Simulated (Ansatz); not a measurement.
## What PtS2 monolayer (2H) distorts into

Wanted: the energy along a soft mode of PtS2 monolayer (2H) and the structure at the end.

Method: DFT PBE, scalar-relativistic, plane waves, PAW; PAW set soft_1, in Ansatz 0.2.0.

## (1) The structure

The cell holds 3 atoms: 1 Pt and 2 S. Its edges and angles: a = 3.487 Å, b = 3.487 Å, c = 30.000 Å, α = 90.0°, β = 90.0°, γ = 120.0°. It derives from PtS2. Vacuum lies along c.

Structure file:

```cif
data_structure
_symmetry_space_group_name_H-M 'P 1'
_symmetry_Int_Tables_number 1
_cell_length_a 3.4867
_cell_length_b 3.4867
_cell_length_c 30.0000
_cell_angle_alpha 90.000
_cell_angle_beta 90.000
_cell_angle_gamma 120.000
_cell_volume 315.85
loop_
_atom_site_label
_atom_site_type_symbol
_atom_site_fract_x
_atom_site_fract_y
_atom_site_fract_z
_atom_site_occupancy
Pt1 Pt 0.33333 0.66667 0.33333 1
S2 S 0.66667 0.33333 0.37959 1
S3 S 0.66667 0.33333 0.28708 1
```

## (2) Response at finite wavevector

The cell comes from relaxations at this level that are not shown. Stability and thermal properties need the whole zone. Linear response on a 6×6×1 q mesh gives force constants as far as a supercell of that size would.

input.yaml

```yaml
crystal:
  lattice:
    - [3.4867210453, 0.0, 0.0]
    - [-1.7433605227, 3.0195890011, 0.0]
    - [0.0, 0.0, 30.0]
  atoms:
    - { symbol: Pt, position: [0.3333333333, 0.6666666667, 0.3333333333] }
    - { symbol: S, position: [0.6666666667, 0.3333333333, 0.3795907371] }
    - { symbol: S, position: [0.6666666667, 0.3333333333, 0.2870759295] }
  periodic: [true, true, false]
kpoints:
  mp_grid: { grid: [18, 18, 1] }
hamiltonian:
  xc: pbe
  pseudopotentials: { kind: paw, azcp: { folder: soft_1 } }
scf:
  occupations: { method: methfessel_paxton, width: 0.2 }
output:
  eigenvalues: true
phonons:
  method: dfpt
  qmesh: [6, 6, 1]
  temperatures: { t_max: 1000, t_step: 50 }
  qpath:
    path:
      - [0.0, 0.0, 0.0]
      - [0.5, 0.0, 0.0]
      - [0.33333333, 0.33333333, 0.0]
      - [0.0, 0.0, 0.0]
    npoints: 10
```

The run is started by

```console
> ansatz run input.yaml --threads 4 --pin off --max-ram 16384MiB --backend cpu --events-out ev --progress --plain --runs-dir out
```

Numbers of over 12 decimals in the logs are rounded to 6 here.

The log of the run:

```text
Engine: ansatz 0.2.0, aarch64-unknown-linux-gnu
Pseudopotentials: kind: paw
Pseudopotential: Pt, paw, valence charge 18, recommended cutoff 420 eV (normal), soft_1/Pt.paw.azcp
Pseudopotential: S, paw, valence charge 6, recommended cutoff 420 eV (normal), soft_1/S.paw.azcp
Functional definition: PBE
  parameter kappa = 0.804
  parameter beta = 0.066725
  exchange = pbe_x(kappa = kappa, mu = beta*pi^2/3)
  correlation = pbe_c(beta = beta)
Crystal: 3 atoms, lattice volume = 315.854 Å³
Basis set: ecut = 420 eV, 6167 PW (Γ), exchange–correlation on 48×48×432 points (8 copies of the dense FFT grid, shifted against one another)
Bands: 19, of which v1, the nominal top of the filled ones, is band 15 counted from 1 (14 counted from 0)
Symmetry: 12 space group operations
k-points: 37 of 324 (time reversal used)
Non-local potential: Pt, projectors of the file, l = 0: 3, l = 1: 2, l = 2: 2, l = 3: 1
Non-local potential: S, projectors of the file, l = 0: 2, l = 1: 2, l = 2: 1
PAW form: soft (Blöchl's): semilocal exchange-correlation on the pseudo side does not see the compensation charge
PAW one-centre angular grid: Pt, 590 points (default); XC on 64 Gauss nodes
PAW one-centre angular grid: S, 110 points (default); XC on 64 Gauss nodes
Initial density: superposition of atomic densities (neutral atoms: chi_scale 0, normalization atom)
Initial wavefunctions: pseudopotential atomic-orbital guess
Functional: x = pbe(κ = 0.804, μ = 0.219515), c = pbe(β = 0.066725)
SCF iter   1: F=—  HF=-14329.162035 eV  |F-HF|=—  |Δ(HF+E_count)|=         —  Δρ=3.81e-2  dr2=6.15e0  ethr=3.10e-3  ⟨swp⟩=15.0  Hψ=6662  notcnv=0
preconditioner: auto → LDOS  [metal: Δε(μ)=0.035 eV  Ē_g=8.554 eV  σ=0.200 eV  W_gap=0.15  n_scr=16 (ndim 8)  ℏωp=9.8 eV  f_vac=0.778  D(μ)=2.94/eV (n_scr^D=12)  β→1.0]
SCF iter   2: F=—  HF=-14328.297629 eV  |F-HF|=—  |Δ(HF+E_count)|=   8.64e-1  S|Δr|=    0.00e0  Δρ=1.09e-2  dr2=7.42e-1  ethr=3.10e-3  ⟨swp⟩=3.1  Hψ=1911  notcnv=0
SCF iter   3: F=—  HF=-14328.210461 eV  |F-HF|=—  |Δ(HF+E_count)|=   8.72e-2  S|Δr|=    0.00e0  Δρ=7.52e-3  dr2=2.26e-1  ethr=2.47e-3  ⟨swp⟩=4.2  Hψ=2059  notcnv=0
SCF iter   4: F=—  HF=-14328.150155 eV  |F-HF|=—  |Δ(HF+E_count)|=   6.03e-2  S|Δr|=    0.00e0  Δρ=1.33e-3  dr2=1.47e-2  ethr=7.54e-4  ⟨swp⟩=3.4  Hψ=1866  notcnv=0
SCF iter   5: F=—  HF=-14328.147933 eV  |F-HF|=—  |Δ(HF+E_count)|=   2.22e-3  S|Δr|=    0.00e0  Δρ=3.09e-4  dr2=1.55e-4  ethr=4.91e-5  ⟨swp⟩=3.5  Hψ=1657  notcnv=0
SCF iter   6: F=—  HF=-14328.148085 eV  |F-HF|=—  |Δ(HF+E_count)|=   1.52e-4  S|Δr|=    0.00e0  Δρ=4.52e-5  dr2=8.63e-6  ethr=5.15e-7  ⟨swp⟩=3.7  Hψ=1756  notcnv=0
SCF iter   7: F=—  HF=-14328.148095 eV  |F-HF|=—  |Δ(HF+E_count)|=   9.56e-6  S|Δr|=    0.00e0  Δρ=1.25e-5  dr2=6.41e-7  ethr=2.88e-8  ⟨swp⟩=3.5  Hψ=1614  notcnv=0
SCF iter   8: F=—  HF=-14328.148204 eV  |F-HF|=—  |Δ(HF+E_count)|=   1.09e-4  S|Δr|=    0.00e0  Δρ=2.46e-6  dr2=1.83e-8  ethr=2.14e-9  ⟨swp⟩=3.5  Hψ=1538  notcnv=0
SCF iter   9: F=—  HF=-14328.148204 eV  |F-HF|=—  |Δ(HF+E_count)|=   1.18e-7  S|Δr|=    0.00e0  Δρ=5.42e-7  dr2=9.71e-10  ethr=6.10e-11  ⟨swp⟩=3.8  Hψ=1733  notcnv=0
SCF iter  10: F=—  HF=-14328.148204 eV  |F-HF|=—  |Δ(HF+E_count)|=   9.50e-9  S|Δr|=    0.00e0  Δρ=2.05e-7  dr2=1.07e-10  ethr=3.24e-12  ⟨swp⟩=3.5  Hψ=1770  notcnv=0
SCF iter  11: F=-14328.148204 eV  HF=-14328.148204 eV  |F-HF|=4.00e-11  |Δ(HF+E_count)|=   1.18e-9  S|Δr|=    0.00e0  Δρ=3.41e-8  dr2=7.09e-12  ethr=1.00e-12  ⟨swp⟩=16.1  Hψ=7407  notcnv=0
SCF 1 converged in 11 iterations: F = -14328.148204 eV  dr2 = 7.09e-12
  greatest PAW one-centre occupation: 1.000 electrons in one spin orbital (limit 2), on the Pt atom at site 0 (counted from 0), in its partial waves of l = 0
phonons: the bands overlap, so this run is a metal and interpolates without the dipole-dipole term. If the crystal is really an insulator or semiconductor, its LO-TO splitting is missing
NSCF: frozen V_eff on 37 k-points
WARN: eigensolver did not converge (k=0): 1 band(s) unlocked after 2 eigensolves, warm-restarted (20 sweeps on the last) at ethr=1.51e-12 eV (storage-precision floor; scheduled 1.00e-12 eV) (lowest unlocked band 18, counted from 0; max residual 7.34e-5 eV among the unlocked bands, 7.34e-5 eV over every band; other slots of this pass that fall short are told together in one closing line; warning suppressed until the next SCF loop or pass starts)
WARN: eigensolver did not converge in 29 slots of this pass, the one above among them; of largest residual over every band (k=30): 1 band(s) unlocked (lowest unlocked band 18, counted from 0; max residual 4.95e-3 eV among the unlocked bands, 4.95e-3 eV over every band); of lowest unlocked band (k=0): band 18
NSCF: frozen V_eff on 91 k-points
DFPT response loops at q = (0, 0, 0) (fractional): preconditioner auto → none (partly filled bands, converged f_vac=0.779); β = 0.50; Broyden in place of MSR1
NSCF: frozen V_eff on 342 k-points
DFPT response loops at q = (0, 0.166667, 0) (fractional): mixed as the last ones told, above
NSCF: frozen V_eff on 342 k-points
DFPT response loops at q = (0, 0.333333, 0) (fractional): mixed as the last ones told, above
NSCF: frozen V_eff on 182 k-points
DFPT response loops at q = (0, -0.5, 0) (fractional): mixed as the last ones told, above
NSCF: frozen V_eff on 648 k-points
DFPT response loops at q = (0.166667, 0.166667, 0) (fractional): mixed as the last ones told, above
NSCF: frozen V_eff on 648 k-points
DFPT response loops at q = (0.166667, 0.333333, 0) (fractional): mixed as the last ones told, above
NSCF: frozen V_eff on 342 k-points
DFPT response loops at q = (0.333333, 0.333333, 0) (fractional): mixed as the last ones told, above
SCF converged after 11 iterations
Stability not checked: this state was not tested for a lower state beside it, because cold or Methfessel-Paxton smearing, or corrected tetrahedra, fill the levels in a way that the test cannot read (fill_not_monotonic; see scf.lower_state_search)
Free energy (F): -14328.148204 eV
Harris-Foulkes:  -14328.148204 eV  (|F-HF|=4.00e-11)
Internal energy: -14328.146066 eV  (E = F + TS)
E sigma→0 (E₀):  -14328.147670 eV
Entropy (-TS):   -0.002137 eV (-0.712 meV/atom)
Fermi energy:    -5.190057 eV
--- Per-component energies (eV) ---
  E_band       = -797.700928
  E_kinetic    = 803.148574
  E_local      = -51473.929710  (includes V_loc(G=0)·N_el)
  E_nonlocal   = 273.050472
  E_hartree    = 25184.803456
  E_xc         = -407.244868
  E_vxc        = -432.971474  (∫ρ·V_xc dr)
  E_paw        = -10700.659526  (= ΣΔE_a)
  E_vpaw       = -336.607238  (= ΣTr[D̂ρ^β])
  E_aug_tail   = 0.001114  (compensation charges beyond the density's cutoff)
  E_ewald      = 21992.684421
  E_smearing   = -0.002137  (= −TS)
  E_closure    = -0.000000  (closes the sum)
  Σ components = -14328.148204   (vs F -14328.148204, Δ=0.00e0)
--- Band table (eV; the first three rows and the last of 37) ---
  k-point 0: bands = [... 11 lower, -7.5409, -6.7713, -4.8873, -4.8873, -4.4973, -4.4973, -2.1717, -0.4507]
  k-point 1: bands = [... 11 lower, -7.5842, -6.7356, -4.9807, -4.8463, -4.6239, -4.5640, -1.9853, -0.4031]
  k-point 2: bands = [... 11 lower, -7.7150, -6.6643, -5.1892, -4.9158, -4.7520, -4.7321, -1.5279, -0.2638]
  k-point 36: bands = [... 11 lower, -8.6625, -8.5077, -8.2461, -5.7929, -4.4447, -4.0417, -0.1569, 0.1839]
--- Phonons (Γ-DFPT): 4 representative perturbations + reference (Σ response iterations 22) ---
  ASR residual: 1.185e-4 → 0.000e0 eV/Å²; symmetrization residual: 2.364e-6 eV/Å²
  ASR residual per site (eV/Å²): 1.18e-4 2.09e-5 2.09e-5
  Γ frequencies (cm⁻¹): -65.03 -65.03 0.00 0.00 0.00 82.38 127.09 127.09 306.67
--- Phonons (arbitrary-q DFPT): 7 irreducible q on the 6×6×1 mesh ---
  q = [0.0000, 0.0000, 0.0000] (star 1, of the zone-centre solve; hermiticity 8.09e-7, symmetrization 1.64e-10): -65.03 -65.03 -0.00 0.00 0.00 82.38 127.09 127.09 306.67
  q = [0.0000, 0.1667, 0.0000] (star 6, 6 solved perturbations on 171 of 324 k-point pairs; hermiticity 2.67e-6, symmetrization 4.88e-9): -115.71 -84.93 -82.12 17.44 34.60 66.00 78.11 156.10 301.49
  q = [0.0000, 0.3333, 0.0000] (star 6, 6 solved perturbations on 171 of 324 k-point pairs; hermiticity 2.73e-6, symmetrization 1.86e-8): -69.03 -58.24 50.95 54.12 94.71 136.93 172.16 195.10 283.12
  q = [0.0000, -0.5000, 0.0000] (star 3, 6 solved perturbations on 91 of 324 k-point pairs; hermiticity 2.20e-5, symmetrization 8.51e-6): 47.19 71.53 77.38 103.15 156.56 177.16 195.77 221.98 266.32
  q = [0.1667, 0.1667, 0.0000] (star 6, 4 solved perturbations in 990 linear systems a pass and spin channel, the states on 324 of 324 k-point pairs; hermiticity 2.93e-6, symmetrization 3.53e-9): -116.07 -62.16 33.81 53.63 76.40 113.10 143.91 193.38 289.10
  q = [0.1667, 0.3333, 0.0000] (star 12, 6 solved perturbations on 324 of 324 k-point pairs: no pair is spared here; hermiticity 3.05e-6, symmetrization 1.78e-9): -43.01 54.69 64.63 105.07 141.39 176.30 205.26 216.16 273.27
  q = [0.3333, 0.3333, 0.0000] (star 2, 4 solved perturbations in 470 linear systems a pass and spin channel, the states on 171 of 324 k-point pairs; hermiticity 3.66e-5, symmetrization 1.25e-5): -105.23 41.15 66.59 129.62 130.99 178.83 217.48 236.06 268.85
  sum rule: each row above includes the acoustic sum rule's correction from the zone centre's row sums; it moved no ω² by more than (0.42 cm⁻¹)²
  mesh force constants: q→R imaginary residual 1.56e-18; ASR residual 1.185e-4 → 0.000e0 eV/Å²; symmetrization residual 1.776e-15 eV/Å²
  interpolated dispersion: 31 rows × 9 modes
  density of states and harmonic sums: on the 24×24×1 q-mesh, interpolated from the force constants of a 6×6×1 supercell (no non-analytic term)
  largest difference from the sums on the solved wave vectors: F 3.13e-2 eV, S 3.54e-5 and C_V 5.48e-6 eV/K
  zero-point energy: 0.063874 eV/cell   skipped modes (ω ≤ 0): 105, of them read as no rigid motion or as one in doubt: 102 (1.642e0 modes/cell left out, lowest -129.57 cm⁻¹)   left out of the sums: 1.83e-1 of the cell's modes: C_V's classical limit lies that fraction below 3 k_B per atom; for a crystal, a wire or a layer, F and S can be off by more, and a phonons.interpolated_qmesh denser along its periods is the remedy for the sampling
```

The job ended after 41 min (4 threads of Arm Neoverse N1, shared host; peak memory 3.9 GiB).

This step gave:

| Item | Value |
| --- | --- |
| gap on the k-mesh | 0 eV |
| sum-rule residual before enforcement | 1.18e-4 eV/Å² |
| lowest frequency on the path | -129.4 cm⁻¹ |
| point group | -6m2 |
| highest frequency on the path or at a solved wavevector | 306.7 cm⁻¹ |
| area per atom | 3.509 Å² |
| highest optical mode at the zone centre (no LO-TO term) | 306.7 cm⁻¹ |
| lowest optical zone-centre mode | -65.03 cm⁻¹ |
| lowest mode on the q mesh (acoustic modes at Γ apart) | -116.1 cm⁻¹ |

Frequencies (cm⁻¹) solved at each irreducible wavevector; negative means imaginary. Frequencies by wavevector, by row:

```
q in reciprocal lattice units  star  mode 1  mode 2  mode 3  mode 4  mode 5  mode 6  mode 7  mode 8  mode 9
                        0 0 0     1     -65     -65       0       0       0    82.4   127.1   127.1   306.7
                   0 0.1667 0     6  -115.7   -84.9   -82.1    17.4    34.6      66    78.1   156.1   301.5
                   0 0.3333 0     6     -69   -58.2      51    54.1    94.7   136.9   172.2   195.1   283.1
                     0 -0.5 0     3    47.2    71.5    77.4   103.2   156.6   177.2   195.8     222   266.3
              0.1667 0.1667 0     6  -116.1   -62.2    33.8    53.6    76.4   113.1   143.9   193.4   289.1
              0.1667 0.3333 0    12     -43    54.7    64.6   105.1   141.4   176.3   205.3   216.2   273.3
              0.3333 0.3333 0     2  -105.2    41.1    66.6   129.6     131   178.8   217.5   236.1   268.9
```

Interpolated from a 6×6×1 q mesh. Phonon branches along the path, in cm⁻¹:

```
  point  branch 1  branch 2  branch 3  branch 4  branch 5  branch 6  branch 7  branch 8  branch 9
      Γ       -65       -65         0         0         0        82       127       127       307
halfway      -112       -87       -42       -41        35        99       122       180       294
      M        47        72        77       103       157       177       196       222       266
halfway       -32        53        71       115       146       184       204       229       268
      K      -105        41        67       130       131       179       218       236       269
halfway      -116       -62        34        54        76       113       144       193       289
      Γ       -65       -65         0         0         0        82       127       127       307
```

The phonon branches as a text plot (rows in cm⁻¹):

```
    298 |***********                                *************
    279 |           ******                   *******
    261 |                 *******************
    243 |                             *****
    225 |                 ************  *******
    207 |               **      ********   *********
    189 |         **********************            **
    170 |       **      *******         ************  ***
    152 |     **    ****  ***********               **   ****
    134 |*****          **           ***************         ****
    116 | **      ****          ********   ****   *******    ***
     98 |   **  ****  **  ******               ***
     80 |*      **      ************              ***********   *
     61 | **  **    ********    ******************  **   ****
     43 |   **    ****  **********  ****************  **********
     25 | **    **  **            *                 *******  ***
      7 |*******        **                                 ******
    -11 |
    -29 |       **                 *              **
    -48 |   **    **  **                              ***
    -66 |*****      **              *        *****  **     ******
    -84 | **  ********               ***          **  *****  ***
   -102 |   **                          *****              **
   -120 |     ******                                *******
         Γ                   M           K                      Γ
```

Symmetry leaves 7 wavevectors to solve. The lowest mode among them, the acoustic zeros apart, lies at q = (0.167, 0.167, 0) and is imaginary, 116.1i cm⁻¹, so the energy falls along it. Between them the interpolated path dips to 129i cm⁻¹.

## (3) The mode frozen in, largest atomic shift 0 Å

The mode followed lies at q = (0.333, 0.333, 0) with frequency 105.2i cm⁻¹, one of the unstable modes though not the softest. At small amplitude the distorted cell has space group no. 189 by a symmetry search on the positions. The undistorted cell that holds it gives the zero of energy on the same k mesh.

System of this step: PtS2 monolayer (2H). The cell holds 9 atoms: 3 Pt and 6 S. Its edges and angles: a = 6.039 Å, b = 6.039 Å, c = 30.000 Å, α = 90.0°, β = 90.0°, γ = 60.0°. It derives from PtS2. Vacuum lies along c.

input.yaml

```yaml
crystal:
  lattice:
    - [5.2300815679, 3.0195890012, 0.0]
    - [-1.0e-10, 6.0391780022, 0.0]
    - [0.0, 0.0, 30.0]
  atoms:
    - { symbol: Pt, position: [1.0, 0.3333333333, 0.3333333333] }
    - { symbol: Pt, position: [0.3333333333, 0.6666666667, 0.3333333333] }
    - { symbol: Pt, position: [0.6666666667, 0.0, 0.3333333333] }
    - { symbol: S, position: [0.3333333333, 1.0, 0.3795907371] }
    - { symbol: S, position: [0.6666666667, 0.3333333333, 0.3795907371] }
    - { symbol: S, position: [0.0, 0.6666666667, 0.3795907371] }
    - { symbol: S, position: [0.3333333333, 1.0, 0.2870759295] }
    - { symbol: S, position: [0.6666666667, 0.3333333333, 0.2870759295] }
    - { symbol: S, position: [0.0, 0.6666666667, 0.2870759295] }
  periodic: [true, true, false]
kpoints:
  mp_grid: { grid: [9, 9, 1] }
hamiltonian:
  xc: pbe
  pseudopotentials: { kind: paw, azcp: { folder: soft_1 } }
scf:
  occupations: { method: methfessel_paxton, width: 0.2 }
output:
  forces: true
  stress: true
  eigenvalues: true
```

The log of the run:

```text
[...]
Crystal: 9 atoms, lattice volume = 947.562 Å³
Basis set: ecut = 420 eV, 18503 PW (Γ), exchange–correlation on 90×90×432 points (8 copies of the dense FFT grid, shifted against one another)
Bands: 54, of which v1, the nominal top of the filled ones, is band 45 counted from 1 (44 counted from 0)
Symmetry: 36 space group operations
[...]
k-point 1: bands = [... 41 lower, -5.8583, -5.8419, -5.0106, -4.8324, -4.6606, -4.5879, -4.5092, -4.4595, ... 5 higher]
  k-point 2: bands = [... 41 lower, -6.0481, -5.9157, -5.2724, -5.0013, -4.8549, -4.6858, -4.6730, -4.4036, ... 5 higher]
  k-point 11: bands = [... 41 lower, -6.2616, -6.1000, -6.1000, -6.1000, -4.6760, -4.6760, -4.6760, -4.0404, ... 5 higher]
  ° read free of the cell's end (the report's vacuum.weakly_bound_levels)
[key lines of the parts left out:]
SCF converged after 9 iterations
Free energy (F): -42984.445318 eV
Fermi energy:    -5.190617 eV
P = ½ c Tr σ = -0.0033 N/m
```

Run time: 36 s. Hardware: 4 threads; peak memory 1.6 GiB; 2.3 min of CPU time.

This step gave:

```yaml
energy_from_the_undistorted_cell: 0 meV/atom
```

## (4) The mode frozen in, largest atomic shift 0.08 Å

The atoms are moved along the unstable eigenvector, the largest shift by 0.08 Å, with the cell fixed.

input.yaml, the sections that differ from step 3:

```yaml
crystal:
  lattice:
    - [5.2300815679, 3.0195890012, 0.0]
    - [-1.0e-10, 6.0391780022, 0.0]
    - [0.0, 0.0, 30.0]
  atoms:
    - { symbol: Pt, position: [1.0132468754, 0.3333328923, 0.3333333333] }
    - { symbol: Pt, position: [0.333333454, 0.6534199515, 0.3333333333] }
    - { symbol: Pt, position: [0.6534196706, 0.0132466757, 0.3333333333] }
    - { symbol: S, position: [0.333333216, 1.0041564584, 0.3795907372] }
    - { symbol: S, position: [0.6625102585, 0.3333333501, 0.3795907372] }
    - { symbol: S, position: [0.0041563747, 0.6625101915, 0.379590737] }
    - { symbol: S, position: [0.333333216, 1.0041564584, 0.2870759294] }
    - { symbol: S, position: [0.6625102585, 0.3333333501, 0.2870759294] }
    - { symbol: S, position: [0.0041563747, 0.6625101915, 0.2870759297] }
  periodic: [true, true, false]
# kpoints, hamiltonian, scf, output: as in step 3
```

The log of the run:

```text
[...]
k-point 1: bands = [... 41 lower, -5.8919, -5.8761, -5.1219, -4.9580, -4.6765, -4.6030, -4.4875, -4.4209, ... 5 higher]
  k-point 2: bands = [... 41 lower, -6.0797, -5.9533, -5.3932, -5.0139, -4.8763, -4.8636, -4.5506, -4.2970, ... 5 higher]
  k-point 11: bands = [... 41 lower, -6.3501, -6.2644, -5.9401, -5.9401, -4.8883, -4.6594, -4.6594, -4.0778, ... 5 higher]
  ° read free of the cell's end (the report's vacuum.weakly_bound_levels)
[key lines of the parts left out:]
SCF converged after 10 iterations
Free energy (F): -42984.487821 eV
Fermi energy:    -5.254396 eV
P = ½ c Tr σ = 0.1252 N/m
```

The job ended after 35 s (4 threads; peak memory 1.6 GiB).

Numbers from this step:

```yaml
energy_from_the_undistorted_cell: -5.088 meV/atom
```

The energy, extrapolated to zero smearing, is -5.09 meV/atom against the undistorted cell.

(Continued in part 2 of 3.)

[Logs are printed without paths, hosts, clocks, repeated set-up lines and the standing remarks that a program may print on its own settings, such as how far it seeks lower states.]

[Hosts, paths, dates, database ids (printed as entryN), source tags and the programs' standing remarks are cut or masked in the printed files.]
